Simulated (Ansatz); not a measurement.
**Sensitivity of the G0W0 gap of NaCl (Halite)**

A base run on NaCl (Halite), then changed inputs.

Method: G0W0 on PBE, plane waves, PAW, in Ansatz 0.2.0.

### Step 1. The starting structure

It takes space group Fm-3m (No. 225, cubic). The conventional cell has a = 5.640 Å, b = 5.640 Å, c = 5.640 Å, α = 90.00°, β = 90.00°, γ = 90.00°. Nearest to Na lie 6 Cl at 2.82 Å. Nearest to Cl lie 6 Na at 2.82 Å. Farther neighbours and most contacts between anions are not listed.

The cell and positions come from the Crystallography Open Database and are kept as given unless a step says otherwise. The default PAW set here is soft_2. Its files were made with PBE.

### Step 2. The base run: 4×4×4 mesh, 133 empty bands, screening to 120 eV

G0W0 replaces the xc potential by the self-energy, built once from these orbitals. Only a window of levels is corrected, while the sums run over the empty bands that the input names.

The input, input.yaml:

```yaml
crystal:
  lattice:
    - [0.0, 2.82005, 2.82005]
    - [2.82005, 0.0, 2.82005]
    - [2.82005, 2.82005, 0.0]
  atoms:
    - { symbol: Na, position: [0.0, 0.0, 0.0] }
    - { symbol: Cl, position: [0.5, 0.5, 0.5] }
kpoints:
  mp_grid: { grid: [4, 4, 4] }
hamiltonian:
  xc: pbe
scf:
  occupations: { method: fixed }
gw:
  n_empty_bands: 133
  ecut_chi: 120
  qp_bands: [v2, c2]
  qp_kpoints: band_edges
  screening: { model: contour_deformation }
```

Run with:

```sh
$ ansatz run input.yaml --threads 3 --pin off --max-ram 92160MiB --backend cuda --events-out ev --progress --plain --runs-dir out --devices 1 --max-vram 13GiB
```

Numbers of over 12 decimals in the logs are rounded to 6 here.

Log:

```text
GPUs: using 1 of 1 available (devices: 1).
Engine: ansatz 0.2.0, x86_64-unknown-linux-gnu
Pseudopotentials: kind: paw
Pseudopotential: Na, paw, valence charge 9, recommended cutoff 420 eV (normal), Na.paw.azcp
Pseudopotential: Cl, paw, valence charge 7, recommended cutoff 420 eV (normal), Cl.paw.azcp
Functional definition: PBE
  parameter kappa = 0.804
  parameter beta = 0.066725
  exchange = pbe_x(kappa = kappa, mu = beta*pi^2/3)
  correlation = pbe_c(beta = beta)
device memory: the entry about to start is reckoned to put 0.8 GiB on a device that reports 43.2 GiB free (of which the cap on the GPU budget leaves the run 13.0 GiB)
GPU FFT provider: cuFFT
GPU libraries: cuBLAS 13.8.2, cuFFT 12.4.0, cuSOLVER 12.3.4
Crystal: 2 atoms, lattice volume = 44.854 Å³
Basis set: ecut = 420 eV, 893 PW (Γ)
Bands: 12, of which v1, the nominal top of the filled ones, is band 8 counted from 1 (7 counted from 0)
Symmetry: 48 space group operations
Space group: Fm-3m (ITA 225), of the structure as read, at distance tolerance 3.6e-5 Å
k-points: 8 of 64
Non-local potential: Na, projectors of the file, l = 0: 3, l = 1: 2, l = 2: 1
Non-local potential: Cl, projectors of the file, l = 0: 2, l = 1: 2, l = 2: 2
PAW form: soft (Blöchl's): semilocal exchange-correlation on the pseudo side does not see the compensation charge
PAW one-centre angular grid: Na, 110 points (default); XC on 64 Gauss nodes
PAW one-centre angular grid: Cl, 110 points (default); XC on 64 Gauss nodes
Initial density: superposition of atomic densities (neutral atoms: chi_scale 0, normalization atom), corrected by the library's trained network
Initial wavefunctions: pseudopotential atomic-orbital guess
GPU buffer pool allocated for 19683 grid points (all kernels)
GPU transforms: local potential and band sums: pruned to the plane-wave sphere, on 25×27×27
Functional: x = pbe(κ = 0.804, μ = 0.219515), c = pbe(β = 0.066725)
SCF iter   1: F=—  HF=-2569.550424 eV  |F-HF|=—  |Δ(HF+E_count)|=         —  Δρ=1.05e-3  dr2=7.40e-4  ethr=1.77e-3  ⟨swp⟩=4.9  Hψ=486  notcnv=0  defer=11
preconditioner: auto → none  [insulator: Δε(μ)=5.105 eV  Ē_g=20.935 eV  n_scr=14 (ndim 8)  ℏωp=20.7 eV  f_vac=0.033  ε∞_Penn≈2.0]
SCF iter   2: F=—  HF=-2569.550530 eV  |F-HF|=—  |Δ(HF+E_count)|=   1.06e-4  Δρ=1.13e-3  dr2=8.72e-4  ethr=4.63e-6  ⟨swp⟩=2.0  Hψ=231  notcnv=0  defer=13
SCF iter   3: F=—  HF=-2569.550290 eV  |F-HF|=—  |Δ(HF+E_count)|=   2.40e-4  Δρ=5.41e-4  dr2=2.07e-4  ethr=4.63e-6  ⟨swp⟩=2.4  Hψ=125  notcnv=0  defer=13
SCF iter   4: F=—  HF=-2569.550228 eV  |F-HF|=—  |Δ(HF+E_count)|=   6.19e-5  Δρ=2.04e-4  dr2=3.07e-5  ethr=1.29e-6  ⟨swp⟩=2.2  Hψ=114  notcnv=0  defer=3
SCF iter   5: F=—  HF=-2569.550220 eV  |F-HF|=—  |Δ(HF+E_count)|=   8.74e-6  Δρ=6.05e-5  dr2=2.54e-6  ethr=1.92e-7  ⟨swp⟩=2.0  Hψ=120  notcnv=0
[...]
E_nonlocal   = 143.577717
  E_hartree    = 539.299040
  E_xc         = -147.097807
  E_vxc        = -173.392914  (∫ρ·V_xc dr)
  E_paw        = -922.545029  (= ΣΔE_a)
  E_vpaw       = -36.781527  (= ΣTr[D̂ρ^β])
  E_aug_tail   = 0.000073  (compensation charges beyond the density's cutoff)
  E_ewald      = -936.137051
  E_smearing   = -0.000000  (= −TS)
  E_closure    = -0.000000  (closes the sum)
  Σ components = -2569.550219   (vs F -2569.550219, Δ=0.00e0)
--- Band table (eV; the first three rows and the last of 8) ---
  k-point 0: bands = [... 4 lower, -11.5488, 1.1069, 1.1069, 1.1069, 6.2129, 12.1389, 12.1389, 12.1389]
  k-point 1: bands = [... 4 lower, -11.3867, 0.0124, 0.9715, 0.9715, 7.6823, 11.0805, 12.4107, 12.4107]
  k-point 2: bands = [... 4 lower, -11.2149, -0.8143, 0.8442, 0.8442, 8.3633, 11.7340, 11.9916, 11.9916]
  k-point 7: bands = [... 4 lower, -11.1503, -0.0780, -0.0780, 0.3557, 9.9026, 10.7775, 10.7775, 12.4164]
--- G₀W₀: contour deformation, 6 samples at zero and on the imaginary axis and 2 off it, 64 q-points, 133 empty bands' worth ---
  eigenvalues of the whole cell's RPA ε∞ on this k-mesh (on a slab, of 1 + 4πα/V) = 2.3655, 2.3655, 2.3655; static W/v taken at q = 0 is 0.422750
  bands read: the sum over 141 bands ends inside a degenerate multiplet in 2 slots, whose members it reads at an even weight; the widest, k=0: bands 141 to 142 (counted from 1) at 1/2 each
  gw.qp_kpoints: band_edges: 7 of 8 stored k-points solved, in 1 pass; an edge of the gap read off the rows below is read off those points alone
    valence top: of the k-points left out ik 7 came nearest to being solved in a further pass, in band 8 (counted from 1, as in the quasiparticle table): it holds the edge there only if its correction is more favourable than any solved in that band by at least 0.751 eV; those differ by 0.107 eV
    conduction bottom: of the k-points left out ik 7 came nearest to being solved in a further pass, in band 9 (counted from 1, as in the quasiparticle table): it holds the edge there only if its correction is more favourable than any solved in that band by at least 3.690 eV; those differ by 0.316 eV
    ik  band        ε_KS         Σx   Σc(E_QP)       V_xc       Z   E_QP_lin       E_QP  E_QP is
     0     7      1.1069   -21.1587     2.4907   -16.7872  0.7987    -0.8154    -0.7738  root
     0     8      1.1069   -21.1587     2.4907   -16.7872  0.7987    -0.8154    -0.7738  root
     0     9      6.2129    -5.1995    -3.1796    -9.2162  0.8579     7.0552     7.0500  root
     0    10     12.1389    -3.6727    -3.5761    -8.4583  0.8443    13.3637    13.3484  root
     1     7      0.9715   -20.9682     2.5170   -16.5446  0.7981    -0.9788    -0.9351  root
     1     8      0.9715   -20.9682     2.5170   -16.5446  0.7981    -0.9788    -0.9351  root
     1     9      7.6823    -5.7299    -3.2581    -9.9177  0.8506     8.6191     8.6120  root
     1    10     11.0805    -4.3405    -3.5205    -8.9284  0.8412    12.1599    12.1479  root
[...]
6     7      0.5113   -20.5438     2.6213   -15.9346  0.7962    -1.5278    -1.4766  root
     6     8      0.5113   -20.5438     2.6213   -15.9346  0.7962    -1.5278    -1.4766  root
     6     9      8.6194    -4.6546    -3.3135    -9.1214  0.8575     9.7837     9.7728  root
     6    10      9.1540    -3.1017    -3.1664    -7.1323  0.8573    10.0243    10.0182  root
[key lines of the parts left out:]
SCF converged after 8 iterations
Free energy (F): -2569.550219 eV
Fermi energy:    1.106933 eV
```

The job ended after 13 s (1 × NVIDIA H100 80GB HBM3 (shared by 6 runs) with 3 threads of AMD EPYC 7R13 (Zen 3), shared host; peak memory 1 GiB; 5 s of CPU time).

In the SCF lines HF is the Harris–Foulkes energy and dr2 the Hartree energy of the density residual, in eV; the loop may stop once dr2 is under the threshold and the program's other checks hold. Hψ counts applications of the Hamiltonian.

This step gave:

- bands summed: 141
- RPA ε∞ on this mesh (eigenvalues): 2.365, 2.365, 2.365
- plane waves in the screening matrix: 137
- q-points in the mesh: 64
- G0W0 gap on the mesh: 7.824 eV
- k of the valence top: 0, 0, 0
- k of the conduction bottom: 0, 0, 0
- starting gap on the mesh: 5.106 eV
- Z at the valence top: 0.7987
- Z at the conduction bottom: 0.8579
- least direct G0W0 gap on the computed points: 7.824 eV

The gap on the mesh goes from 5.11 eV to 7.82 eV, a correction of +2.72 eV. Between the two edge states, bare exchange in place of the xc potential would open the gap by 8.39 eV, and correlation takes back 5.67 eV.

### Step 3. Variant: norm-conserving files, smooth pair densities

This step: G0W0 on PBE, plane waves, norm-conserving pseudopotentials.

input.yaml, the sections that differ from step 2:

```yaml
hamiltonian:
  xc: pbe
  pseudopotentials: { kind: nc }
gw:
  n_empty_bands: 72
  ecut_chi: 80
  qp_bands: [v2, c2]
  qp_kpoints: band_edges
  screening: { model: contour_deformation }
  pair_densities: pseudo
# crystal, kpoints, scf: as in step 2
```

Log:

```text
GPUs: using 1 of 1 available (devices: 1).
[...]
GPU FFT provider: cuFFT
GPU libraries: cuBLAS 13.8.2, cuFFT 12.4.0, cuSOLVER 12.3.4
Crystal: 2 atoms, lattice volume = 44.854 Å³
Basis set: ecut = 1197.300995 eV, 4279 PW (Γ)
Bands: 12, of which v1, the nominal top of the filled ones, is band 8 counted from 1 (7 counted from 0)
[... 1 set-up line as in the run before ...]
[...]
k-points: 8 of 64
[...]
GPU buffer pool allocated for 110592 grid points (all kernels)
[...]
SCF iter   1: F=—  HF=-1694.934431 eV  |F-HF|=—  |Δ(HF+E_count)|=         —  Δρ=8.56e-2  dr2=2.19e0  ethr=3.10e-3  ⟨swp⟩=5.0  Hψ=525  notcnv=0  defer=9
[...]
SCF iter   7: F=-1693.811890 eV  HF=-1693.811890 eV  |F-HF|=2.93e-9  |Δ(HF+E_count)|=   1.36e-7  Δρ=4.44e-6  dr2=5.87e-9  ethr=6.25e-10  ⟨swp⟩=7.1  Hψ=558  notcnv=0
SCF 1 converged in 7 iterations: F = -1693.811890 eV  dr2 = 5.87e-9
[...]
NSCF: frozen V_eff on 8 k-points
[...]
G₀W₀ screening: q 1/8
[... further progress lines ...]
[...]
SCF converged after 7 iterations
Free energy (F): -1693.811890 eV
[...]
Internal energy: -1693.811890 eV  (E = F + TS)
E sigma→0 (E₀):  -1693.811890 eV
Fermi energy:    1.061003 eV
[...]
--- Band table (eV; the first three rows and the last of 8) ---
  k-point 0: bands = [... 4 lower, -11.5951, 1.0610, 1.0610, 1.0610, 6.1690, 12.0985, 12.0985, 12.0985]
  k-point 1: bands = [... 4 lower, -11.4332, -0.0326, 0.9256, 0.9256, 7.6387, 11.0388, 12.3715, 12.3715]
  k-point 2: bands = [... 4 lower, -11.2617, -0.8587, 0.7982, 0.7982, 8.3224, 11.6886, 11.9535, 11.9535]
  k-point 7: bands = [... 4 lower, -11.1971, -0.1228, -0.1228, 0.3103, 9.8608, 10.7351, 10.7351, 12.3779]
[...]
0     7      1.0610   -19.0250     2.6707   -14.4754  0.8010    -0.8592    -0.8178  root
     0     8      1.0610   -19.0250     2.6707   -14.4754  0.8010    -0.8592    -0.8178  root
     0     9      6.1690    -4.1272    -3.1466    -8.1234  0.8587     7.0239     7.0186  root
     0    10     12.0985    -3.5687    -3.4721    -8.3282  0.8451    13.4034    13.3859  root
     1     7      0.9256   -18.8925     2.6951   -14.2932  0.8003    -1.0222    -0.9787  root
     1     8      0.9256   -18.8925     2.6951   -14.2932  0.8003    -1.0222    -0.9787  root
     1     9      7.6387    -4.5769    -3.2140    -8.7362  0.8515     8.5913     8.5840  root
     1    10     11.0388    -3.8190    -3.4394    -8.3583  0.8418    12.1515    12.1387  root
[...]
6     7      0.4660   -18.6177     2.7829   -13.8553  0.7983    -1.5640    -1.5135  root
     6     8      0.4660   -18.6177     2.7829   -13.8553  0.7983    -1.5640    -1.5135  root
     6     9      8.5780    -4.1974    -3.2557    -8.6182  0.8581     9.7541     9.7430  root
     6    10      9.1127    -3.0503    -3.0987    -7.0639  0.8577    10.0344    10.0275  root
```

The job ended after 13 s (1 × NVIDIA H100 80GB HBM3 (shared by 6 runs) with 3 threads; peak memory 0.99 GiB; 9.2 s of CPU time).

The G0W0 gap on the mesh is 7.836 eV.

Against the base:

```csv
setting,base,variant
files,default PAW,norm-conserving
empty bands,133,72
screening cutoff (eV),120,80
pair densities,-,pseudo
```

```csv
quantity,variant,base
starting gap on the mesh,5.108,5.106
G0W0 gap on the mesh,7.836,7.824
least direct G0W0 gap on the computed points,7.836,7.824
Z at the valence top,0.801,0.799
Z at the conduction bottom,0.859,0.858
```

### Step 4. Variant: accuracy level

This step: G0W0 on PBE, plane waves, PAW.

input.yaml, the sections that differ from step 3:

```yaml
hamiltonian:
  xc: pbe
gw:
  n_empty_bands: 101
  ecut_chi: 100
  qp_bands: [v2, c2]
  qp_kpoints: band_edges
  screening: { model: contour_deformation }
accuracy: low
# crystal, kpoints, scf: as in step 3
```

Log:

```text
settings of this run that can trade accuracy for cost: accuracy: low. Do not mix this run's numbers with those of runs without the same settings; the input reference describes each key
GPUs: using 1 of 1 available (devices: 1).
[...]
GPU FFT provider: cuFFT
GPU libraries: cuBLAS 13.8.2, cuFFT 12.4.0, cuSOLVER 12.3.4
Crystal: 2 atoms, lattice volume = 44.854 Å³
Basis set: ecut = 420 eV, 893 PW (Γ)
Bands: 12, of which v1, the nominal top of the filled ones, is band 8 counted from 1 (7 counted from 0)
[... 1 set-up line as in the run before ...]
[...]
k-points: 8 of 64
[...]
GPU buffer pool allocated for 19683 grid points (all kernels)
[...]
SCF iter   1: F=—  HF=-2569.550424 eV  |F-HF|=—  |Δ(HF+E_count)|=         —  Δρ=1.05e-3  dr2=7.40e-4  ethr=1.77e-3  ⟨swp⟩=4.9  Hψ=486  notcnv=0  defer=11
[...]
SCF iter   8: F=-2569.550219 eV  HF=-2569.550219 eV  |F-HF|=1.35e-8  |Δ(HF+E_count)|=   9.11e-8  Δρ=5.17e-6  dr2=1.89e-8  ethr=6.25e-10  ⟨swp⟩=5.1  Hψ=368  notcnv=0
SCF 1 converged in 8 iterations: F = -2569.550219 eV  dr2 = 1.89e-8
[...]
G₀W₀ screening: q 1/8
[... further progress lines ...]
[...]
SCF converged after 8 iterations
Free energy (F): -2569.550219 eV
[...]
Internal energy: -2569.550219 eV  (E = F + TS)
E sigma→0 (E₀):  -2569.550219 eV
Fermi energy:    1.106933 eV
[...]
--- Band table (eV; the first three rows and the last of 8) ---
  k-point 0: bands = [... 4 lower, -11.5488, 1.1069, 1.1069, 1.1069, 6.2129, 12.1389, 12.1389, 12.1389]
  k-point 1: bands = [... 4 lower, -11.3867, 0.0124, 0.9715, 0.9715, 7.6823, 11.0805, 12.4107, 12.4107]
  k-point 2: bands = [... 4 lower, -11.2149, -0.8143, 0.8442, 0.8442, 8.3633, 11.7340, 11.9916, 11.9916]
  k-point 7: bands = [... 4 lower, -11.1503, -0.0780, -0.0780, 0.3557, 9.9026, 10.7775, 10.7775, 12.4164]
[...]
0     7      1.1069   -21.1587     2.5773   -16.7872  0.8001    -0.7247    -0.6872  root
     0     8      1.1069   -21.1587     2.5773   -16.7872  0.8001    -0.7247    -0.6872  root
     0     9      6.2129    -5.1995    -3.1508    -9.2162  0.8583     7.0844     7.0788  root
     0    10     12.1389    -3.6727    -3.5394    -8.4583  0.8446    13.4014    13.3851  root
     1     7      0.9715   -20.9682     2.6020   -16.5446  0.7995    -0.8896    -0.8501  root
     1     8      0.9715   -20.9682     2.6020   -16.5446  0.7995    -0.8896    -0.8501  root
     1     9      7.6823    -5.7299    -3.2246    -9.9177  0.8511     8.6532     8.6456  root
     1    10     11.0805    -4.3405    -3.4853    -8.9284  0.8415    12.1960    12.1831  root
[...]
6     7      0.5113   -20.5438     2.6981   -15.9346  0.7975    -1.4467    -1.3998  root
     6     8      0.5113   -20.5438     2.6981   -15.9346  0.7975    -1.4467    -1.3998  root
     6     9      8.6194    -4.6546    -3.2877    -9.1214  0.8578     9.8100     9.7985  root
     6    10      9.1540    -3.1017    -3.1425    -7.1323  0.8575    10.0486    10.0421  root
```

It took 9.5 s on 1 × NVIDIA H100 80GB HBM3 (shared by 6 runs) with 3 threads; peak memory 1 GiB; 8.3 s of CPU time.

The G0W0 gap on the mesh is 7.766 eV.

Against the base:

```csv
setting,base,variant
empty bands,133,101
screening cutoff (eV),120,100
accuracy,-,low
```

```csv
quantity,variant,base
starting gap on the mesh,5.106,5.106
G0W0 gap on the mesh,7.766,7.824
least direct G0W0 gap on the computed points,7.766,7.824
Z at the valence top,0.800,0.799
Z at the conduction bottom,0.858,0.858
```

### Step 5. Results

| Property | Result |
| --- | --- |
| base | 7.82 eV, 13 s |
| norm-conserving files, smooth pair densities | 7.84 eV, 13 s |
| accuracy level | 7.77 eV, 9.5 s |

Norm-conserving files, smooth pair densities: the gap moves by +0.01 eV (the plane-wave cutoff goes from 420 to 1197.3 eV). The variant differs from the base in files, empty bands, screening cutoff and pair densities together, so the change can't be laid to one of them. Accuracy level: the gap moves by −0.06 eV. The variant differs from the base in empty bands, screening cutoff and accuracy together, so the change can't be laid to one of them. All runs here use a coarse mesh and modest cutoffs; they test settings and are not final values. The 4×4×4 mesh is coarse for this cell (its supercell is 16 Å along the shortest edge). The RPA ε∞ on it, from the PBE start, is 2.37; such meshes misread the long-range screening, most where the gap is narrow.

[Paths, hosts, dates, memory and timing lines, banners, echoed tables and standing remarks are left out of the program output.]

[Logs are printed without paths, hosts, clocks, repeated set-up lines and the standing remarks that a program may print on its own settings, such as how far it seeks lower states.]

[Runs of the session that timed out or met a known fault of the program may be left out.]

[Cells called generated may have been cut or substituted from an entry of the Crystallography Open Database or the Materials Project.]

[Hosts, paths, dates, database ids (printed as entryN), source tags and the programs' standing remarks are cut or masked in the printed files.]
